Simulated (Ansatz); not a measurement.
# Relaxing a frame of liquid (Cs,Na,Li)Br from 1500 K (90 atoms)

Wanted: the relaxed structure of a frame of liquid (Cs,Na,Li)Br from 1500 K (90 atoms) and its electronic structure.

Method: Kohn-Sham DFT, PBE, PAW (set soft_2), plane waves, in Ansatz 0.2.0.

### 1. The structure

The cell holds 90 atoms: 12 Cs, 17 Na, 16 Li and 45 Br. Cell: a = 16.804 Å, b = 16.804 Å, c = 16.804 Å, α = 90.0°, β = 90.0°, γ = 90.0°. 90 atoms (12 Cs, 17 Na, 16 Li, 45 Br) placed at random at 2.67 g/cm³, melted at 1600 K for 10 ps at fixed volume with the Lennard-Jones and Coulomb ion parameters for SPC/E (Joung and Cheatham, J. Phys. Chem. B 112, 9020 (2008)), full charges. Snapshot at the end of a hold of 15 ps at 1500 K and zero pressure.

Limits known from the start: The starting topology of bonds comes from the classical model. The ion parameters were fitted for water, not for melts, so the density of this cell may lie well off the real melt's. Only the Γ point is sampled, in a cell whose shortest periodic width is 17 Å. Spin–orbit coupling is left out, which matters for the levels of the heavy elements.

### 2. Single point at the start

The forces at the start show how far the geometry lies from a minimum of this functional.

Input file input.yaml:

```yaml
crystal:
  lattice:
    - [16.80376, 0.0, 0.0]
    - [0.0, 16.80376, 0.0]
    - [0.0, 0.0, 16.80376]
  atoms:
    - { symbol: Cs, position: [0.39075, 0.97882, 0.52364] }
    - { symbol: Cs, position: [0.36606, 0.81269, 0.26767] }
    - { symbol: Cs, position: [0.07167, 0.27477, 0.01987] }
    - { symbol: Cs, position: [0.63078, 0.25629, 0.48776] }
    - { symbol: Cs, position: [0.71892, 0.83833, 0.75009] }
    - { symbol: Cs, position: [0.91255, 0.91355, 0.47112] }
    - { symbol: Cs, position: [0.041, 0.51431, 0.20952] }
    - { symbol: Cs, position: [0.24025, 0.4331, 0.34823] }
    - { symbol: Cs, position: [0.80522, 0.54034, 0.40501] }
    - { symbol: Cs, position: [0.10573, 0.21442, 0.46258] }
    - { symbol: Cs, position: [0.63318, 0.05791, 0.00992] }
    - { symbol: Cs, position: [0.47593, 0.63528, 0.58451] }
    - { symbol: Na, position: [0.26146, 0.48933, 0.63836] }
    - { symbol: Na, position: [0.91425, 0.88868, 0.92387] }
    - { symbol: Na, position: [0.63732, 0.4095, 0.71043] }
    - { symbol: Na, position: [0.35939, 0.22532, 0.09557] }
    - { symbol: Na, position: [0.07839, 0.78498, 0.6756] }
    - { symbol: Na, position: [0.43581, 0.083, 0.32328] }
    - { symbol: Na, position: [0.17143, 0.00396, 0.86412] }
    - { symbol: Na, position: [0.6526, 0.93873, 0.48802] }
    - { symbol: Na, position: [0.62781, 0.69067, 0.07522] }
    - { symbol: Na, position: [0.62017, 0.1274, 0.70488] }
    - { symbol: Na, position: [0.30791, 0.45247, 0.07988] }
    - { symbol: Na, position: [0.1643, 0.92189, 0.46702] }
    - { symbol: Na, position: [0.18097, 0.1175, 0.27328] }
    - { symbol: Na, position: [0.78633, 0.3228, 0.90368] }
    - { symbol: Na, position: [0.87554, 0.18556, 0.66415] }
    - { symbol: Na, position: [0.35442, 0.49114, 0.88751] }
    - { symbol: Na, position: [0.25757, 0.68956, 0.08488] }
    - { symbol: Li, position: [0.3414, 0.93963, 0.74667] }
    - { symbol: Li, position: [0.05698, 0.46882, 0.59708] }
    - { symbol: Li, position: [0.05834, 0.81291, 0.13768] }
    - { symbol: Li, position: [0.21068, 0.6696, 0.81225] }
    - { symbol: Li, position: [0.676, 0.22575, 0.17568] }
    - { symbol: Li, position: [0.17943, 0.98944, 0.11803] }
    - { symbol: Li, position: [0.88721, 0.67575, 0.74466] }
    - { symbol: Li, position: [0.20084, 0.27615, 0.84908] }
    - { symbol: Li, position: [0.86446, 0.66543, 0.05941] }
    - { symbol: Li, position: [0.37925, 0.34022, 0.56363] }
    - { symbol: Li, position: [0.86071, 0.30991, 0.24924] }
    - { symbol: Li, position: [0.03639, 0.5621, 0.98008] }
    - { symbol: Li, position: [0.1662, 0.70367, 0.45604] }
    - { symbol: Li, position: [0.79566, 0.43564, 0.11674] }
    - { symbol: Li, position: [0.9486, 0.05694, 0.12542] }
    - { symbol: Li, position: [0.80984, 0.89373, 0.19111] }
    - { symbol: Br, position: [0.11303, 0.60771, 0.69804] }
    - { symbol: Br, position: [0.99619, 0.31696, 0.2027] }
    - { symbol: Br, position: [0.54663, 0.06582, 0.45987] }
    - { symbol: Br, position: [0.73109, 0.87533, 0.33088] }
    - { symbol: Br, position: [0.38992, 0.60197, 0.01288] }
    - { symbol: Br, position: [0.34339, 0.48031, 0.50223] }
    - { symbol: Br, position: [0.46384, 0.29516, 0.67802] }
    - { symbol: Br, position: [0.19918, 0.58248, 0.92316] }
    - { symbol: Br, position: [0.24083, 0.95824, 0.6317] }
    - { symbol: Br, position: [0.76466, 0.78002, 0.11511] }
    - { symbol: Br, position: [0.67208, 0.44805, 0.55456] }
    - { symbol: Br, position: [0.73075, 0.29224, 0.31596] }
    - { symbol: Br, position: [0.32705, 0.21983, 0.42973] }
    - { symbol: Br, position: [0.09905, 0.17138, 0.86202] }
    - { symbol: Br, position: [0.20444, 0.84496, 0.14277] }
    - { symbol: Br, position: [0.93762, 0.42998, 0.00781] }
    - { symbol: Br, position: [0.75161, 0.66629, 0.66442] }
    - { symbol: Br, position: [0.93022, 0.83163, 0.73415] }
    - { symbol: Br, position: [0.90375, 0.67281, 0.8996] }
    - { symbol: Br, position: [0.0958, 0.54646, 0.43011] }
    - { symbol: Br, position: [0.289, 0.7624, 0.46012] }
    - { symbol: Br, position: [0.28892, 0.08184, 0.11328] }
    - { symbol: Br, position: [0.31004, 0.3448, 0.94819] }
    - { symbol: Br, position: [0.9247, 0.90648, 0.10448] }
    - { symbol: Br, position: [0.86229, 0.48052, 0.2334] }
    - { symbol: Br, position: [0.04256, 0.02415, 0.3668] }
    - { symbol: Br, position: [0.02542, 0.66789, 0.09925] }
    - { symbol: Br, position: [0.73745, 0.24988, 0.73202] }
    - { symbol: Br, position: [0.29836, 0.99262, 0.35657] }
    - { symbol: Br, position: [0.75772, 0.03821, 0.16348] }
    - { symbol: Br, position: [0.73042, 0.30036, 0.06469] }
    - { symbol: Br, position: [0.23212, 0.29374, 0.18981] }
    - { symbol: Br, position: [0.7358, 0.05699, 0.6125] }
    - { symbol: Br, position: [0.19879, 0.82986, 0.81223] }
    - { symbol: Br, position: [0.22938, 0.33719, 0.65344] }
    - { symbol: Br, position: [0.75592, 0.93558, 0.90277] }
    - { symbol: Br, position: [0.40991, 0.03015, 0.82431] }
    - { symbol: Br, position: [0.73598, 0.57198, 0.03937] }
    - { symbol: Br, position: [0.04839, 0.79317, 0.46524] }
    - { symbol: Br, position: [0.23694, 0.55161, 0.21592] }
    - { symbol: Br, position: [0.08667, 0.0797, 0.07932] }
    - { symbol: Br, position: [0.01687, 0.33108, 0.59905] }
    - { symbol: Br, position: [0.54331, 0.19962, 0.15329] }
    - { symbol: Br, position: [0.36956, 0.58798, 0.75042] }
    - { symbol: Br, position: [0.54539, 0.86266, 0.59407] }
kpoints:
  mp_grid: { grid: [1, 1, 1] }
hamiltonian:
  xc: pbe
scf:
  occupations: { method: fixed }
output:
  forces: true
  stress: true
  populations: intrinsic
  dos:
    method: { smearing: { sigma: 0.08 } }
    de: 0.1
    projected: { site_lists: { Br: [Br], Cs: [Cs], Li: [Li], Na: [Na] } }
  eigenvalues: true
```

Launch:

```console
$ ansatz run input.yaml --threads 4 --pin off --max-ram 8192MiB --backend cpu --events-out ev --progress --plain --runs-dir out
```

Numbers of over 12 decimals in the logs are rounded to 6 here.

What it wrote:

```text
Engine: ansatz 0.2.0, aarch64-unknown-linux-gnu
Pseudopotentials: kind: paw
Pseudopotential: Cs, paw, valence charge 9, recommended cutoff 420 eV (normal), Cs.paw.azcp
Pseudopotential: Na, paw, valence charge 9, recommended cutoff 420 eV (normal), Na.paw.azcp
Pseudopotential: Li, paw, valence charge 3, recommended cutoff 420 eV (normal), Li.paw.azcp
Pseudopotential: Br, paw, valence charge 7, recommended cutoff 420 eV (normal), Br.paw.azcp
[... 5 lines on functional and potentials left out ...]
Crystal: 90 atoms, lattice volume = 4744.816 Å³
Basis set: ecut = 420 eV, 92589 PW (Γ), exchange–correlation on 240×240×240 points (8 copies of the dense FFT grid, shifted against one another)
Bands: 402, of which v1, the nominal top of the filled ones, is band 312 counted from 1 (311 counted from 0)
Symmetry: 1 space group operations
Space group: P1 (ITA 1), of the structure as read, at distance tolerance 1.7e-4 Å
k-points: 1
[... 9 lines on functional and potentials left out ...]
Initial density: superposition of atomic densities (neutral atoms: chi_scale 0, normalization atom), corrected by the library's trained network
Initial wavefunctions: pseudopotential atomic-orbital guess
Functional: x = pbe(κ = 0.804, μ = 0.219515), c = pbe(β = 0.066725)
SCF iter   1: F=—  HF=-221960.111315 eV  |F-HF|=—  |Δ(HF+E_count)|=         —  Δρ=1.11e-3  dr2=3.02e-1  ethr=1.77e-3  ⟨swp⟩=6.0  Hψ=1433  notcnv=0  defer=88
preconditioner: auto → Resta (q_TF=auto, 1.946 Å⁻¹)  ε∞=2.4  [insulator: Δε(μ)=2.317 eV  Ē_g=9.144 eV  n_scr=618 (ndim 8)  ℏωp=10.7 eV  f_vac=0.340  ε∞_Penn≈2.4  vacuum switching on, ρ_ref=6.1e-3 e/Å³]
SCF iter   2: F=—  HF=-221960.025099 eV  |F-HF|=—  |Δ(HF+E_count)|=   8.62e-2  Δρ=4.71e-4  dr2=4.35e-2  ethr=4.84e-5  ⟨swp⟩=3.0  Hψ=682  notcnv=0  defer=88
SCF iter   3: F=—  HF=-221960.021156 eV  |F-HF|=—  |Δ(HF+E_count)|=   3.94e-3  Δρ=1.78e-4  dr2=3.74e-3  ethr=6.98e-6  ⟨swp⟩=4.0  Hψ=549  notcnv=0  defer=88
SCF iter   4: F=—  HF=-221960.023939 eV  |F-HF|=—  |Δ(HF+E_count)|=   2.78e-3  Δρ=4.50e-5  dr2=1.55e-4  ethr=6.00e-7  ⟨swp⟩=3.0  Hψ=510  notcnv=0  defer=88
SCF iter   5: F=—  HF=-221960.024068 eV  |F-HF|=—  |Δ(HF+E_count)|=   1.29e-4  Δρ=1.18e-5  dr2=9.82e-6  ethr=2.48e-8  ⟨swp⟩=2.0  Hψ=554  notcnv=0  defer=88
SCF iter   6: F=—  HF=-221960.024255 eV  |F-HF|=—  |Δ(HF+E_count)|=   1.87e-4  Δρ=2.71e-6  dr2=5.32e-7  ethr=1.57e-9  ⟨swp⟩=2.0  Hψ=706  notcnv=0  defer=88
SCF iter   7: F=-221960.024256 eV  HF=-221960.024256 eV  |F-HF|=4.74e-8  |Δ(HF+E_count)|=   5.05e-7  Δρ=7.47e-7  dr2=3.74e-8  ethr=1.60e-11  ⟨swp⟩=23.0  Hψ=3084  notcnv=0
SCF 1 converged in 7 iterations: F = -221960.024256 eV  dr2 = 3.74e-8
  greatest PAW one-centre occupation: 1.000 electrons in one spin orbital (limit 2), on the Li atom at site 34 (counted from 0), in its partial waves of l = 0
SCF converged after 7 iterations
Free energy (F): -221960.024256 eV
Harris-Foulkes:  -221960.024256 eV  (|F-HF|=4.74e-8)
Internal energy: -221960.024256 eV  (E = F + TS)
E sigma→0 (E₀):  -221960.024256 eV
Fermi energy:    -0.681668 eV
--- Per-component energies (eV) ---
  E_band       = -8637.936922
  E_kinetic    = 10107.139004
  E_local      = -58048.834784  (includes V_loc(G=0)·N_el)
  E_nonlocal   = 4941.883105
  E_hartree    = 21638.445842
  E_xc         = -14840.684043
  E_vxc        = -7263.117046  (∫ρ·V_xc dr)
  E_paw        = -166707.641362  (= ΣΔE_a)
  E_vpaw       = -1651.903674  (= ΣTr[D̂ρ^β])
  E_aug_tail   = -0.000319  (compensation charges beyond the density's cutoff)
  E_ewald      = -19050.331698
  E_smearing   = -0.000000  (= −TS)
  E_closure    = 0.000000  (closes the sum)
  Σ components = -221960.024256   (vs F -221960.024256, Δ=0.00e0)
--- Forces (eV/Å), atoms counted from 1 ---
  atom   1  Cs     0.43297132    -0.12320924     0.35725455
  atom   2  Cs    -0.03787393    -0.00360046     0.33642699
  atom   3  Cs     0.09513799     0.46653863     0.68655328
  atom   4  Cs    -0.16058692    -0.06602096     0.06656597
  atom   5  Cs    -0.44842350    -0.11533599    -0.71248497
  atom   6  Cs    -1.15450061     0.47764778     0.01207128
  atom   7  Cs     0.67805998    -0.34868654     0.38789749
  atom   8  Cs     0.04164350    -1.22684619     0.65844240
  atom   9  Cs    -0.23282885     0.11283211     0.62303385
  atom  10  Cs     0.33113501     0.08349359     0.10198804
  atom  11  Cs    -0.15747782     0.02054002     0.02487084
  atom  12  Cs     0.12347318     0.14630608    -0.10415175
  atom  13  Na     0.02316048     0.58065942     0.45731321
  atom  14  Na    -0.33678933    -0.42944408    -0.03580343
[...]
atom  89  Br    -0.26446238    -0.08101909     0.01241189
  atom  90  Br     0.13986376    -0.26511780     0.08741318
  max |Σ_I F_I| component: 6.17e-5 eV/Å
--- Stress (GPa, compression-positive) ---
       -0.319883      -0.119060      -0.139912
       -0.119060      -0.423560      -0.159901
       -0.139912      -0.159901      -0.157803
  P = ⅓ Tr σ = -0.3004 GPa (-3.004 kbar)
--- Band table (eV) ---
  k-point 0: bands = ["-53.5725", "-53.5298", "-53.2616", "-52.8219", [... 386 levels ...], "5.2140", "5.2358", "5.2652", "5.2814", "5.2968", "5.3148", "5.3156", "5.3478", "5.3549", "5.3828", "5.3995", "5.4248"]
--- intrinsic populations: 90 sites ---
  site symbol       q [e]
     0     Cs      8.2025
     1     Cs      8.1419
     2     Cs      8.2081
[...]
89     Br      7.7773
  spilling = 0.000000 (of n_electrons = 624.000000)
```

Elapsed: 53 s, on 4 threads of Arm Neoverse V2, shared host; peak memory 5.4 GiB; 3.5 min of CPU time.

The column dr2 measures how far the density is from self-consistency, as an energy; F and HF (Harris–Foulkes) agree once it is small.

Numbers from this run:

- free energy: -221960.0243 eV
- free energy per atom: -2466.2225 eV/atom
- SCF cycles: 7
- pressure: -0.3004 GPa
- r.m.s. force component: 0.3707 eV/Å
- longest force: 1.973 eV/Å
- Fermi energy: -0.6817 eV
- gap (highest filled to lowest empty level): 2.333 eV

The r.m.s. force component of 0.37 eV/Å and the pressure of -0.30 GPa set the starting point.

Length of the force by element:

```
element  coordination  atoms  mean length of the force (eV/Å)  spread   least   most
     Br           all     45                            0.615   0.348  0.0775   1.97
     Cs           all     12                            0.641   0.394   0.161   1.39
     Li           all     16                            0.515   0.148   0.302  0.830
     Na           all     17                            0.403   0.169   0.174  0.740
```

(Part 1 of 3 ends here.)

[Logs are printed without paths, hosts, clocks, repeated set-up lines and the standing remarks that a program may print on its own settings, such as how far it seeks lower states.]

[Hosts, paths, dates, database ids (printed as entryN), source tags and the programs' standing remarks are cut or masked in the printed files.]
